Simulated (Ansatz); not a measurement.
# linear As chain under tension and compression, part 2 of 2

Does stretching change the magnetism or the channel count of the linear As chain?

Ansatz 0.2.0; DFT PBE, plane waves, PAW; relaxation of a chain's period (the session's first sound run).

So far, conductance of the lead as this run defines it (G₀): step 3 (At a set period, period over the relaxed period 0.88 …) 3.00.

### 4. The chain at a fixed length, period over the relaxed period 0.92, k-mesh 1×1×38

Level of this step: DFT PBE, plane waves, PAW; channels and complex bands of a perfect chain (Ansatz).

The period is set to 0.92 times the relaxed one: shorter bonds widen the bands.

The cell differs from the one that the last finished run ended in (c 2.048 → 2.141 Å).

Contents of input.yaml:

```yaml
crystal:
  lattice:
    - [7.5, 0.0, 0.0]
    - [0.0, 7.5, 0.0]
    - [0.0, 0.0, 2.1408969431]
  atoms:
    - { symbol: As, position: [0.5, 0.5, 0.0], spin: 0.3 }
magnetization:
  spin_polarized: true
kpoints:
  mp_grid: { grid: [1, 1, 38] }
scf:
  occupations: { method: fermi_dirac, width: 0.05 }
hamiltonian:
  xc: pbe
output:
  transmission:
    e_range: [-2, 2]
    de: 0.035
    kmesh: [1, 1]
    reduced_basis: true
    leads: [[0, 0]]
  stress: true
```

Run with:

```sh
> ansatz run input.yaml --threads 4 --pin off --max-ram 8192MiB --backend cpu --events-out ev --progress --plain --runs-dir out
```

Numbers of over 12 decimals in the logs are rounded to 6 here.

What it wrote:

```text
[...]
Crystal: 1 atoms, lattice volume = 120.425 Å³
Basis set: ecut = 420 eV, 2351 PW (Γ)
Bands: 12, of which v1, the nominal top of the filled ones, is band 8 counted from 1 (7 counted from 0)
Symmetry: 16 space group operations
[...]
k-points: 20 of 38
[...]
Starting moments: Σ|m| = 0.3 μB on 1 of 1 site
[...]
--- Transmission ---
  basis      : 497 plane waves across, 3 finite elements along
  points     : 1, standing for a mesh of 1 x 1
[...]
crystal 0  : As1, at the sites [0, 0], period 2.1409 Å: whole cells are its period
[...]
filled         : 25.6 meV over the level at which it is neutral
    channels       : 3.000000e0 up, 3.000000e0 down
[...]
[key lines of the parts left out:]
SCF converged after 11 iterations
Magnetization: 0.0000 μB (7.5000 up, 7.5000 down)
Free energy (F): -4854.769846 eV
Fermi energy:    -2.249855 eV
P = ⅓ Tr σ = 3.0829 GPa (30.829 kbar)
```

Elapsed: 80 s, on 4 threads of AMD EPYC 7R43, shared host; peak memory 0.43 GiB; 1.8 min of CPU time.

At the computed energy nearest the Fermi level there are 3 spin-up and 3 spin-down channels, and the thermal average gives 3.00 G₀.

### 5. At a set period, period over the relaxed period 0.96, k-mesh 1×1×36

The period is set to 0.96 times the relaxed one: shorter bonds widen the bands.

The cell differs from the one that the last finished run ended in (c 2.141 → 2.234 Å).

Changes to input.yaml since step 4:

```diff
@@ -4,3 +4,3 @@
     - [0.0, 7.5, 0.0]
-    - [0.0, 0.0, 2.1408969431]
+    - [0.0, 0.0, 2.2339794188]
   atoms:
@@ -10,3 +10,3 @@
 kpoints:
-  mp_grid: { grid: [1, 1, 38] }
+  mp_grid: { grid: [1, 1, 36] }
 scf:
```

What it wrote:

```text
[...]
Crystal: 1 atoms, lattice volume = 125.661 Å³
Basis set: ecut = 420 eV, 2463 PW (Γ)
Bands: 12, of which v1, the nominal top of the filled ones, is band 8 counted from 1 (7 counted from 0)
Symmetry: 16 space group operations
[...]
k-points: 19 of 36
[...]
Starting moments: Σ|m| = 0.3 μB on 1 of 1 site
[...]
--- Transmission ---
  basis      : 497 plane waves across, 3 finite elements along
  points     : 1, standing for a mesh of 1 x 1
[...]
crystal 0  : As1, at the sites [0, 0], period 2.2340 Å: whole cells are its period
[...]
filled         : 117.3 meV over the level at which it is neutral
    channels       : 3.000000e0 up, 3.000000e0 down
[...]
[key lines of the parts left out:]
SCF converged after 14 iterations
Magnetization: 0.0000 μB (7.5000 up, 7.5000 down)
Free energy (F): -4854.971471 eV
Fermi energy:    -2.405353 eV
P = ⅓ Tr σ = 1.2565 GPa (12.565 kbar)
```

Run time: 67 s. Hardware: 4 threads; peak memory 0.43 GiB.

At the computed energy nearest the Fermi level there are 3 spin-up and 3 spin-down channels, and the thermal average gives 3.00 G₀.

### 6. The chain at a fixed length, period over the relaxed period 1, k-mesh 1×1×35

The period is set to 1.0 times the relaxed one, as the point of reference.

Changes to input.yaml since step 5:

```diff
@@ -4,3 +4,3 @@
     - [0.0, 7.5, 0.0]
-    - [0.0, 0.0, 2.2339794188]
+    - [0.0, 0.0, 2.3270618946]
   atoms:
@@ -10,3 +10,3 @@
 kpoints:
-  mp_grid: { grid: [1, 1, 36] }
+  mp_grid: { grid: [1, 1, 35] }
 scf:
```

What it wrote:

```text
[...]
Crystal: 1 atoms, lattice volume = 130.897 Å³
Basis set: ecut = 420 eV, 2527 PW (Γ)
Bands: 12, of which v1, the nominal top of the filled ones, is band 8 counted from 1 (7 counted from 0)
Symmetry: 16 space group operations
[...]
k-points: 18 of 35
[...]
Starting moments: Σ|m| = 0.3 μB on 1 of 1 site
[...]
--- Transmission ---
  basis      : 497 plane waves across, 3 finite elements along
  points     : 1, standing for a mesh of 1 x 1
[...]
crystal 0  : As1, at the sites [0, 0], period 2.3271 Å: whole cells are its period
[...]
filled         : 23.8 meV under the level at which it is neutral
    channels       : 3.000000e0 up, 3.000000e0 down
[...]
[key lines of the parts left out:]
SCF converged after 13 iterations
Magnetization: 0.0000 μB (7.5000 up, 7.5000 down)
Free energy (F): -4855.039789 eV
Fermi energy:    -2.713583 eV
P = ⅓ Tr σ = 0.1545 GPa (1.545 kbar)
```

Elapsed: 58 s, on 4 threads; peak memory 0.45 GiB.

Table of open channels of the lead by energy, zero at the Fermi level:

```tsv
energy (eV)	spin up	spin down
-2.000	3	3
-1.790	3	3
-1.615	3	3
-1.405	3	3
-1.195	3	3
-0.985	3	3
-0.810	3	3
-0.600	3	3
-0.390	3	3
-0.215	3	3
-0.005	3	3
0.205	3	3
0.415	3	3
0.590	3	3
0.800	3	3
1.010	3	3
1.185	3	3
1.395	3	3
1.605	3	3
1.815	3	3
```

At the computed energy nearest the Fermi level there are 3 spin-up and 3 spin-down channels, and the thermal average gives 3.00 G₀.

### 7. The chain at a fixed length, period over the relaxed period 1.04, k-mesh 1×1×34

The period is set to 1.04 times the relaxed one: longer bonds narrow the bands.

The cell differs from the one that the last finished run ended in (c 2.327 → 2.420 Å).

Changes to input.yaml since step 6:

```diff
@@ -4,3 +4,3 @@
     - [0.0, 7.5, 0.0]
-    - [0.0, 0.0, 2.3270618946]
+    - [0.0, 0.0, 2.4201443704]
   atoms:
@@ -10,3 +10,3 @@
 kpoints:
-  mp_grid: { grid: [1, 1, 35] }
+  mp_grid: { grid: [1, 1, 34] }
 scf:
```

What it wrote:

```text
[...]
Crystal: 1 atoms, lattice volume = 136.133 Å³
Basis set: ecut = 420 eV, 2633 PW (Γ)
Bands: 12, of which v1, the nominal top of the filled ones, is band 8 counted from 1 (7 counted from 0)
Symmetry: 16 space group operations
[...]
k-points: 18 of 34
[...]
Starting moments: Σ|m| = 0.3 μB on 1 of 1 site
[...]
--- Transmission ---
  basis      : 497 plane waves across, 3 finite elements along
  points     : 1, standing for a mesh of 1 x 1
[...]
crystal 0  : As1, at the sites [0, 0], period 2.4201 Å: whole cells are its period
[...]
filled         : 31.3 meV under the level at which it is neutral
    channels       : 3.000000e0 up, 3.000000e0 down
[...]
[key lines of the parts left out:]
SCF converged after 13 iterations
Magnetization: 0.0000 μB (7.5000 up, 7.5000 down)
Free energy (F): -4855.000282 eV
Fermi energy:    -2.844769 eV
P = ⅓ Tr σ = -0.5520 GPa (-5.520 kbar)
```

Wall time 55 s (4 threads); peak memory 0.43 GiB; 92 s of CPU time.

At the computed energy nearest the Fermi level there are 3 spin-up and 3 spin-down channels, and the thermal average gives 3.00 G₀. The change of length costs 0.038 eV a cell and leaves no moment.

### 8. At a set period, period over the relaxed period 1.08, k-mesh 1×1×32

The period is set to 1.08 times the relaxed one: longer bonds narrow the bands.

The cell differs from the one that the last finished run ended in (c 2.420 → 2.513 Å).

Changes to input.yaml since step 7:

```diff
@@ -4,3 +4,3 @@
     - [0.0, 7.5, 0.0]
-    - [0.0, 0.0, 2.4201443704]
+    - [0.0, 0.0, 2.5132268462]
   atoms:
@@ -10,3 +10,3 @@
 kpoints:
-  mp_grid: { grid: [1, 1, 34] }
+  mp_grid: { grid: [1, 1, 32] }
 scf:
```

What it wrote:

```text
[...]
Crystal: 1 atoms, lattice volume = 141.369 Å³
Basis set: ecut = 420 eV, 2769 PW (Γ)
Bands: 12, of which v1, the nominal top of the filled ones, is band 8 counted from 1 (7 counted from 0)
Symmetry: 16 space group operations
[...]
k-points: 17 of 32
[...]
Starting moments: Σ|m| = 0.3 μB on 1 of 1 site
[...]
--- Transmission ---
  basis      : 497 plane waves across, 4 finite elements along
  points     : 1, standing for a mesh of 1 x 1
[...]
crystal 0  : As1, at the sites [0, 0], period 2.5132 Å: whole cells are its period
[...]
filled         : 18.4 meV under the level at which it is neutral
    channels       : 3.000000e0 up, 3.000000e0 down
[...]
[key lines of the parts left out:]
SCF converged after 15 iterations
Magnetization: 0.0000 μB (7.5000 up, 7.5000 down)
Free energy (F): -4854.890783 eV
Fermi energy:    -2.960713 eV
P = ⅓ Tr σ = -1.1245 GPa (-11.245 kbar)
```

Wall time 75 s (4 threads); peak memory 0.45 GiB.

At the computed energy nearest the Fermi level there are 3 spin-up and 3 spin-down channels, and the thermal average gives 3.00 G₀. The change of length costs 0.150 eV a cell and leaves no moment.

### 9. The chain at a fixed length, period over the relaxed period 1.13, k-mesh 1×1×31

The period is set to 1.13 times the relaxed one: longer bonds narrow the bands.

The cell differs from the one that the last finished run ended in (c 2.513 → 2.630 Å).

Changes to input.yaml since step 8:

```diff
@@ -4,3 +4,3 @@
     - [0.0, 7.5, 0.0]
-    - [0.0, 0.0, 2.5132268462]
+    - [0.0, 0.0, 2.6295799409]
   atoms:
@@ -10,3 +10,3 @@
 kpoints:
-  mp_grid: { grid: [1, 1, 32] }
+  mp_grid: { grid: [1, 1, 31] }
 scf:
```

What it wrote:

```text
[...]
Crystal: 1 atoms, lattice volume = 147.914 Å³
Basis set: ecut = 420 eV, 2913 PW (Γ)
Bands: 12, of which v1, the nominal top of the filled ones, is band 8 counted from 1 (7 counted from 0)
Symmetry: 16 space group operations
[...]
k-points: 16 of 31
[...]
Starting moments: Σ|m| = 0.3 μB on 1 of 1 site
[...]
--- Transmission ---
  basis      : 497 plane waves across, 4 finite elements along
  points     : 1, standing for a mesh of 1 x 1
[...]
crystal 0  : As1, at the sites [0, 0], period 2.6296 Å: whole cells are its period
[...]
filled         : 57.0 meV over the level at which it is neutral
    channels       : 3.000000e0 up, 3.000000e0 down
[...]
[key lines of the parts left out:]
SCF converged after 14 iterations
Magnetization: 0.0000 μB (7.5000 up, 7.5000 down)
Free energy (F): -4854.703226 eV
Fermi energy:    -3.070177 eV
P = ⅓ Tr σ = -1.7468 GPa (-17.468 kbar)
```

It took 74 s on 4 threads; peak memory 0.47 GiB; 1.9 min of CPU time.

At the computed energy nearest the Fermi level there are 3 spin-up and 3 spin-down channels, and the thermal average gives 3.00 G₀. The change of length costs 0.336 eV a cell and leaves no moment.

### 10. At a set period, period over the relaxed period 1.2, k-mesh 1×1×29

The period is set to 1.2 times the relaxed one: longer bonds narrow the bands.

The cell differs from the one that the last finished run ended in (c 2.630 → 2.792 Å).

Changes to input.yaml since step 9:

```diff
@@ -4,3 +4,3 @@
     - [0.0, 7.5, 0.0]
-    - [0.0, 0.0, 2.6295799409]
+    - [0.0, 0.0, 2.7924742735]
   atoms:
@@ -10,3 +10,3 @@
 kpoints:
-  mp_grid: { grid: [1, 1, 31] }
+  mp_grid: { grid: [1, 1, 29] }
 scf:
```

What it wrote:

```text
[...]
Crystal: 1 atoms, lattice volume = 157.077 Å³
Basis set: ecut = 420 eV, 3129 PW (Γ)
Bands: 12, of which v1, the nominal top of the filled ones, is band 8 counted from 1 (7 counted from 0)
Symmetry: 16 space group operations
[...]
k-points: 15 of 29
[...]
Starting moments: Σ|m| = 0.3 μB on 1 of 1 site
[...]
--- Transmission ---
  basis      : 497 plane waves across, 4 finite elements along
  points     : 1, standing for a mesh of 1 x 1
[...]
crystal 0  : As1, at the sites [0, 0], period 2.7925 Å: whole cells are its period
[...]
filled         : 39.1 meV over the level at which it is neutral
    channels       : 3.000000e0 up, 3.000000e0 down
[...]
[key lines of the parts left out:]
SCF converged after 14 iterations
Magnetization: -0.0000 μB (7.5000 up, 7.5000 down)
Free energy (F): -4854.375511 eV
Fermi energy:    -3.236180 eV
P = ⅓ Tr σ = -1.9801 GPa (-19.801 kbar)
```

Run time: 47 s. Hardware: 4 threads; peak memory 0.43 GiB; 77 s of CPU time.

At the computed energy nearest the Fermi level there are 3 spin-up and 3 spin-down channels, and the thermal average gives 3.00 G₀. The change of length costs 0.666 eV a cell and leaves no moment.

### 11. At a set period, period over the relaxed period 1.3, k-mesh 1×1×27

The period is set to 1.3 times the relaxed one: longer bonds narrow the bands.

The cell differs from the one that the last finished run ended in (c 2.792 → 3.025 Å).

Changes to input.yaml since step 10:

```diff
@@ -4,3 +4,3 @@
     - [0.0, 7.5, 0.0]
-    - [0.0, 0.0, 2.7924742735]
+    - [0.0, 0.0, 3.025180463]
   atoms:
@@ -10,3 +10,3 @@
 kpoints:
-  mp_grid: { grid: [1, 1, 29] }
+  mp_grid: { grid: [1, 1, 27] }
 scf:
```

What it wrote:

```text
[...]
Crystal: 1 atoms, lattice volume = 170.166 Å³
Basis set: ecut = 420 eV, 3339 PW (Γ)
Bands: 12, of which v1, the nominal top of the filled ones, is band 8 counted from 1 (7 counted from 0)
Symmetry: 16 space group operations
[...]
k-points: 14 of 27
[...]
Starting moments: Σ|m| = 0.3 μB on 1 of 1 site
[...]
--- Transmission ---
  basis      : 497 plane waves across, 4 finite elements along
  points     : 1, standing for a mesh of 1 x 1
[...]
crystal 0  : As1, at the sites [0, 0], period 3.0252 Å: whole cells are its period
[...]
filled         : 16.0 meV over the level at which it is neutral
    channels       : 3.000000e0 up, 3.000000e0 down
[...]
[key lines of the parts left out:]
SCF converged after 15 iterations
Magnetization: -0.0000 μB (7.5000 up, 7.5000 down)
Free energy (F): -4853.879183 eV
Fermi energy:    -3.420387 eV
P = ⅓ Tr σ = -1.9447 GPa (-19.447 kbar)
```

It took 48 s on 4 threads; peak memory 0.44 GiB; 77 s of CPU time.

At the computed energy nearest the Fermi level there are 3 spin-up and 3 spin-down channels, and the thermal average gives 3.00 G₀. The change of length costs 1.164 eV a cell and leaves no moment.

### 12. Comparing the runs

Times are for 4 threads of AMD EPYC 7R43, shared host. Results by setting:

```tsv
no.	period over the relaxed period	conductance of the lead as this run defines it (G₀)	energy at zero smearing less the lowest (eV)	time	memory (GiB)
1	0.88	3.000	0.6942	70 s	0.46
2	0.92	3.000	0.2665	80 s	0.43
3	0.96	3.000	0.06811	67 s	0.43
4	1	3.000	0	58 s	0.45
5	1.04	3.000	0.03766	55 s	0.43
6	1.08	3.000	0.1503	75 s	0.45
7	1.13	3.000	0.3364	74 s	0.47
8	1.2	3.000	0.6661	47 s	0.43
9	1.3	3.000	1.164	48 s	0.44
```

### 13. A varied input: output.transmission.temperature = 400.0

This step: DFT PBE, plane waves, PAW; channels and complex bands of a perfect chain; changed: output.transmission.temperature = 400.0 (Ansatz 0.2.0).

The atoms of the run at the relaxed period are kept and the input is varied, to see whether the result depends on it.

input.yaml, the sections that differ from step 11:

```yaml
crystal:
  lattice:
    - [7.5, 0.0, 0.0]
    - [0.0, 7.5, 0.0]
    - [0.0, 0.0, 2.3270618946]
  atoms:
    - { symbol: As, position: [0.5, 0.5, 0.0], spin: 0.3 }
kpoints:
  mp_grid: { grid: [1, 1, 35] }
output:
  transmission:
    e_range: [-2, 2]
    de: 0.035
    kmesh: [1, 1]
    reduced_basis: true
    leads: [[0, 0]]
    temperature: 400.0
  stress: true
# magnetization, scf, hamiltonian: as in step 11
```

What it wrote:

```text
[...]
Crystal: 1 atoms, lattice volume = 130.897 Å³
Basis set: ecut = 420 eV, 2527 PW (Γ)
Bands: 12, of which v1, the nominal top of the filled ones, is band 8 counted from 1 (7 counted from 0)
Symmetry: 16 space group operations
[...]
k-points: 18 of 35
[...]
Starting moments: Σ|m| = 0.3 μB on 1 of 1 site
[...]
SCF iter  13: F=-4855.039789 eV  HF=-4855.039789 eV  |F-HF|=2.91e-11  |Δ(HF+E_count)|=   2.67e-8  Δρ=1.31e-7 (↑1.31e-7 ↓9.27e-8)  dr2=3.16e-11  dr2_m=1.07e-11  M=0.000 μB ∫|m|=0.000 μB  ethr=1.27e-12  ⟨swp⟩=4.1  Hψ=1252  notcnv=0
SCF 1 converged in 13 iterations: F = -4855.039789 eV  dr2 = 3.16e-11
[...]
transmission: 6 of 36 steps passed
transmission: 9 of 36 steps passed
[...]
transmission: 36 of 36 steps passed
SCF converged after 13 iterations
Magnetization: 0.0000 μB (7.5000 up, 7.5000 down)
Absolute magnetization: 0.0000 μB (∫|ρ↑−ρ↓|, with the PAW one-centre terms)
[...]
Per-site moments (μB) at R_I (Å): [(2.60207203213645e-6, 0.959913)]
Free energy (F): -4855.039789 eV
[...]
Internal energy: -4855.032169 eV  (E = F + TS)
E sigma→0 (E₀):  -4855.035979 eV
Entropy (-TS):   -0.007620 eV (-7.620 meV/atom)
Fermi energy:    -2.713583 eV
[...]
--- Stress (GPa, compression-positive) ---
        0.127625       0.000000       0.000000
        0.000000       0.127625       0.000000
        0.000000       0.000000       0.208310
  P = ⅓ Tr σ = 0.1545 GPa (1.545 kbar)
--- Band table (eV; the first three rows and the last of 36) ---
  k-point 0 ↑: bands = [... 4 lower, -38.1396, -15.2224, -4.9141, -4.9141, 0.9433, 2.6330, 3.8262, 4.2441]
  k-point 1 ↑: bands = [... 4 lower, -38.1406, -15.2004, -4.8916, -4.8916, 0.9653, 2.6555, 3.8486, 4.2666]
  k-point 2 ↑: bands = [... 4 lower, -38.1437, -15.1345, -4.8239, -4.8239, 1.0311, 2.7231, 3.9156, 4.3340]
  k-point 17 ↓: bands = [... 4 lower, -38.0752, -8.9222, -7.6764, 0.0459, 0.0459, 4.9842, 4.9842, 7.4536]
--- Transmission ---
  basis      : 497 plane waves across, 3 finite elements along
  points     : 1, standing for a mesh of 1 x 1
[...]
crystal 0  : As1, at the sites [0, 0], period 2.3271 Å: whole cells are its period
[...]
filled         : 23.9 meV under the level at which it is neutral
    channels       : 3.000000e0 up, 3.000000e0 down
[...]
```

It took 56 s on 4 threads; peak memory 0.45 GiB; 91 s of CPU time.

Numbers from this step:

| Quantity | Value |
| --- | --- |
| energy at zero smearing | -4855.0360 eV |

Table of open channels of the lead by energy, zero at the Fermi level:

```tsv
energy (eV)	spin up	spin down
-2.000	3	3
-1.895	3	3
-1.790	3	3
-1.685	3	3
-1.615	3	3
-1.510	3	3
-1.405	3	3
-1.300	3	3
-1.195	3	3
-1.090	3	3
-0.985	3	3
-0.915	3	3
-0.810	3	3
-0.705	3	3
-0.600	3	3
-0.495	3	3
-0.390	3	3
-0.285	3	3
-0.215	3	3
-0.110	3	3
-0.005	3	3
0.100	3	3
0.205	3	3
0.310	3	3
0.415	3	3
0.485	3	3
0.590	3	3
0.695	3	3
0.800	3	3
0.905	3	3
1.010	3	3
1.115	3	3
1.185	3	3
1.290	3	3
1.395	3	3
1.500	3	3
1.605	3	3
1.710	3	3
1.815	3	3
1.885	3	3
```

It took 56 s against 58 s for the run it varies, and the conductance is 3.00 G₀ against 3.00 G₀.

The channels at the energy nearest the Fermi level, spin up, channels at the energy nearest the Fermi level, spin down and conductance of the lead as this run defines it stay within 0.2 % plus 0.001 of the run it varies.

Against step 6 (now other temperature), the conductance of the lead as this run defines it stays at 3.00 G₀. The starting moments have collapsed: the run ends non-magnetic.

### 14. Summary of results

```json
{
  "relaxed cell length": "2.327 Å",
  "conductance at period × 0.88": "3.00 G₀",
  "conductance at period × 1.0": "3.00 G₀",
  "conductance at period × 1.13": "3.00 G₀",
  "conductance at period × 1.3": "3.00 G₀",
  "absolute moment at period × 0.88": "0 μB",
  "absolute moment at period × 1.0": "0 μB",
  "absolute moment at period × 1.3": "0 μB"
}
```

**Reading.** No moment survives at any length. Transport is coherent and elastic here: the atoms are frozen, so scattering by vibrations plays no part. The lead's cell of one atom keeps the chain straight and evenly spaced; a zigzag or dimerised form may lie lower.

[Logs are printed without paths, hosts, clocks, repeated set-up lines and the standing remarks that a program may print on its own settings, such as how far it seeks lower states.]

[Hosts, paths, dates, database ids (printed as entryN), source tags and the programs' standing remarks are cut or masked in the printed files.]
